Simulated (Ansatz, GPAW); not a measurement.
# A 9-layer slab of Rh(100): work function by functional and basis, part 2 of 2

How far do functional and basis move the work function of a 9-layer slab of Rh(100)?

GPAW 26.7.0 and Ansatz 0.2.0; Ansatz plane waves; slab in vacuum with a dipole correction, relaxation (the session's first sound run).

So far, upper work function (eV): step 2 (relaxation, PBE) 5.08; step 4 (self-consistent run: xc = "revPBE") 4.91; step 6 (self-consistent run: xc = "vdW-DF2", GPAW, PAW setups, GPAW) 5.41; step 7 (self-consistent run: xc = "RPBE") 4.89; step 8 (self-consistent run: xc = "LDA") 5.44.

## 11. A second plane-wave code

A second program with its own datasets checks the number independently.

This step: Ansatz plane waves; slab in vacuum with a dipole correction (Ansatz 0.2.0).

File input.yaml:

```yaml
crystal:
  lattice:
    - [2.6870057685, 0.0, 0.0]
    - [0.0, 2.6870057685, 0.0]
    - [0.0, 0.0, 31.2]
  atoms:
    - { symbol: Rh, position: [0.0, 0.0, 0.2564102564] }
    - { symbol: Rh, position: [0.5, 0.5, 0.3173076923] }
    - { symbol: Rh, position: [0.0, 0.0, 0.3782051282] }
    - { symbol: Rh, position: [0.5, 0.5, 0.4391025641] }
    - { symbol: Rh, position: [0.0, 0.0, 0.5009808152] }
    - { symbol: Rh, position: [0.5, 0.5, 0.5626005065] }
    - { symbol: Rh, position: [0.0, 0.0, 0.6246675379] }
    - { symbol: Rh, position: [0.5, 0.5, 0.6866860809] }
    - { symbol: Rh, position: [0.0, 0.0, 0.7460724451] }
kpoints:
  mp_grid: { grid: [12, 12, 1] }
hamiltonian:
  xc: pbe
scf:
  occupations: { method: fermi_dirac, width: 0.1 }
efield:
  axis: 3
  dipole_correction: true
  ramp_width: 0.05
output:
  forces: true
  write_potential: true
  write_density: true
  volumetric_format: npy
```

Run with:

```
> ansatz run input.yaml --threads 4 --pin off --max-ram 8192MiB --backend cpu --events-out ev --progress --plain --runs-dir out
```

Run time: 23 s. Hardware: 4 threads of Arm Neoverse V1, shared host; peak memory 0.97 GiB.

This step gave:

| Item | Value |
| --- | --- |
| upper work function | 5.077 eV |
| lower work function | 5.073 eV |
| dipole along the normal | -1.97e-4 e·Å |
| dipole field | -1.59e-4 V/Å |

The electrostatic potential energy of an electron (with the applied field's), less the Fermi level, planar mean oscillates, so the rows of the table below give means over windows of 1.88 Å about each position, cut where the curve ends. Its maxima inside the range that stand out by 2 % of the span (Å: eV): 9.0: -3.05, 10.8: -3.37, 12.7: -3.45, 14.7: -3.17, 16.6: -3.02, 18.5: -2.88, 20.5: -3.03, 22.4: -3.85. Its minima: 7.9: -21.7, 10.0: -22.0, 11.8: -22.2, 13.7: -22.2, 15.6: -22.1, 17.6: -22.0, 19.5: -22.1, 21.4: -22.1, 23.3: -21.9.

Electrostatic potential energy of an electron (with the applied field's), less the Fermi level, planar mean against z; means over each step:

```tsv
z (Å)	electrostatic potential energy of an electron (with the applied field's), less the Fermi level, planar mean (eV)
0.94	5.07
2.82	5.07
4.70	5.05
6.58	1.56
8.46	-12.8
10.34	-13.2
12.22	-13.3
14.10	-13.0
15.98	-13.1
17.86	-13.0
19.74	-13.1
21.62	-13.4
23.50	-11.9
25.38	4.55
27.26	5.08
29.14	5.08
31.02	5.08
```

The valence density, planar mean oscillates, so the rows of the table below give means over windows of 1.88 Å about each position, cut where the curve ends. Its maxima inside the range that stand out by 2 % of the span (Å: e/Å³): 7.9: 2.17, 10.0: 2.19, 11.8: 2.21, 13.7: 2.22, 15.6: 2.22, 17.6: 2.19, 19.5: 2.22, 21.4: 2.21, 23.3: 2.20. Its minima: 9.0: 0.436, 10.8: 0.436, 12.7: 0.438, 14.7: 0.425, 16.6: 0.420, 18.5: 0.412, 20.5: 0.419, 22.4: 0.475.

Valence density, planar mean against z; means over each step:

z (Å), valence density, planar mean (e/Å³) and a bar:
```
     2.82       0.00 
     4.70       0.00 
     6.58       0.18 ####
     8.46       1.24 ##############################
    10.34       1.24 ##############################
    12.22       1.24 ##############################
    14.10       1.23 #############################
    15.98       1.23 #############################
    17.86       1.23 #############################
    19.74       1.23 ##############################
    21.62       1.25 ##############################
    23.50       1.17 ############################
    25.38       0.02 
    27.26       0.00
```

Force by atom:

```tsv
atom	x (eV/Å)	y (eV/Å)	z (eV/Å)	size
Rh1	0.000	0.000	0.308	0.308
Rh2	0.000	0.000	-0.569	0.569
Rh3	0.000	0.000	-0.060	0.060
Rh4	0.000	0.000	0.321	0.321
Rh5	0.000	0.000	0.005	0.005
Rh6	0.000	0.000	0.000	0.000
Rh7	0.000	0.000	-0.012	0.012
Rh8	0.000	0.000	0.009	0.009
Rh9	0.000	0.000	-0.003	0.003
```

The upper face's work function is 5.077 eV, against 5.061 eV in the first plane-wave PBE run at this geometry.

## 12. Side by side

Results and costs are gathered.

This step: comparison of work functions, dipole and cost (GPAW 26.7.0).

Ladder, by row:

```tsv
step	code	work function, upper (eV)	work function, lower (eV)	dipole (e Å)	wall time (s)	peak memory (GiB)	threads
pw	GPAW	5.061	5.051	-3.45e-4	1829	0.42	1
revPBE	GPAW	4.909	4.898	-3.95e-4	1670	0.43	1
vdW-DF2	GPAW	5.41	5.396	-5.12e-4	1755	0.58	1
RPBE	GPAW	4.885	4.873	-4.23e-4	2324	0.44	1
LDA	GPAW	5.438	5.43	-2.83e-4	1717	0.44	1
ansatz	Ansatz	5.077	5.073	-1.97e-4	22.8	0.967	4
```

## 13. A changed run

One more run, with changed settings.

This step: GPAW, PAW setups; slab in vacuum (GPAW 26.7.0).

File run.py:

```python
import json
import numpy as np
from ase import Atoms
from gpaw import GPAW, PW

slab = Atoms(
    ['Rh', 'Rh', 'Rh', 'Rh', 'Rh', 'Rh', 'Rh', 'Rh', 'Rh'],
    positions=[
        [0.00000, 0.00000, 8.00000],
        [1.34350, 1.34350, 9.90000],
        [0.00000, 0.00000, 11.80000],
        [1.34350, 1.34350, 13.70000],
        [0.00000, 0.00000, 15.63060],
        [1.34350, 1.34350, 17.55314],
        [0.00000, 0.00000, 19.48963],
        [1.34350, 1.34350, 21.42461],
        [0.00000, 0.00000, 23.27746]],
    cell=[[2.68701, 0.0, 0.0], [0.0, 2.68701, 0.0], [0.0, 0.0, 31.2]],
    pbc=[True, True, False])

slab.calc = GPAW(mode=PW(400), xc='PBE', kpts={'size': (12, 12, 1), 'gamma': True},
                 occupations={'name': 'fermi-dirac', 'width': 2.0}, nbands='160%',
                 convergence={'density': 1e-05}, maxiter=100,
                 poissonsolver={'dipolelayer': 'xy'},
                 symmetry={'tolerance': 1e-3}, txt='slab.txt')
result = {}
energy = slab.get_potential_energy()
fermi = slab.calc.get_fermi_level()
v = slab.calc.get_electrostatic_potential().mean((0, 1)) - fermi
n = slab.calc.get_pseudo_density().mean((0, 1))
L = slab.cell[2, 2]
z = np.arange(len(v)) * L / len(v)
low, high = slab.positions[:, 2].min(), slab.positions[:, 2].max()
below, above = np.interp([low - 5.8, high + 5.8], z, v)
slopes = [np.interp(x, z, np.gradient(v, z)) for x in (low - 5.8, high + 5.8)]
eps = np.array([[slab.calc.get_eigenvalues(k, s) for k in range(len(slab.calc.get_ibz_k_points()))]
                for s in range(slab.calc.get_number_of_spins())]) - fermi
top, bottom = eps[eps < 0].max(), eps[eps > 0].min()
dipole = slab.get_dipole_moment()[2]
print(f'energy {energy:.4f} eV, Fermi level {fermi:.4f} eV, dipole {dipole:.5f} e A')
print(f'potential 5.8 A off the faces, from the Fermi level: lower {below:.4f} eV, upper {above:.4f} eV')
print(f'slope of the potential there: lower {slopes[0]:.5f}, upper {slopes[1]:.5f} eV/A')
print(f'nearest levels on the mesh: {top:.4f} and {bottom:.4f} eV')
print('magnetic moment', round(slab.get_magnetic_moment(), 3))
result.update(energy=energy, fermi=fermi, dipole=dipole, below=below, above=above, slopes=slopes, edges=[top, bottom],
              z=z.tolist(), v=v.tolist(), n=n.tolist(), positions=slab.positions.tolist(),
              forces=slab.get_forces(apply_constraint=False).tolist(), moments=slab.get_magnetic_moments().tolist())
json.dump(result, open('result.json', 'w'))
```

Run with:

```
> OMP_NUM_THREADS=1 OPENBLAS_NUM_THREADS=1 python run.py
```

The job ended after 20 min (1 thread; peak memory 0.44 GiB).

The run finished. A setting was moved off its sound value on purpose, so it serves as a test and not as the result.

The fault put into the input: a smearing of electronvolts (width = 2.0).

## 14. Summary of results

```
work function, upper and lower face : 5.061 and 5.051 eV
dipole along the normal             : -3.5e-4 e Å
```

With plane waves and PBE the work function is 5.06 eV on the upper face and 5.05 eV on the lower. The measured value for this face is 5.3 eV (as compiled in "Anisotropic work function of elemental crystals", 2019, arxiv:1902.07811); the relaxed upper face lies 0.24 eV under it with PBE, and vdW-DF2 comes nearest (5.41 eV). Measured work functions scatter by a tenth of an eV or more between methods. Over the sound runs of the table the upper face's work function spans 4.885 (RPBE) to 5.438 eV (LDA). The two plane-wave codes differ by 0.016 eV on the upper face. The small printed dipole stands for a step of 8.7 meV from the lower to the upper face, and the probes find 10 meV; values this small are near the numerical noise of both. The in-plane lattice was kept as typed, which isn't the functional's own and leaves some strain; spin-orbit coupling and temperature are left out.

[Logs are printed without paths, hosts, clocks, repeated set-up lines and the standing remarks that a program may print on its own settings, such as how far it seeks lower states.]

[Hosts, paths, dates, database ids (printed as entryN), source tags and the programs' standing remarks are cut or masked in the printed files.]
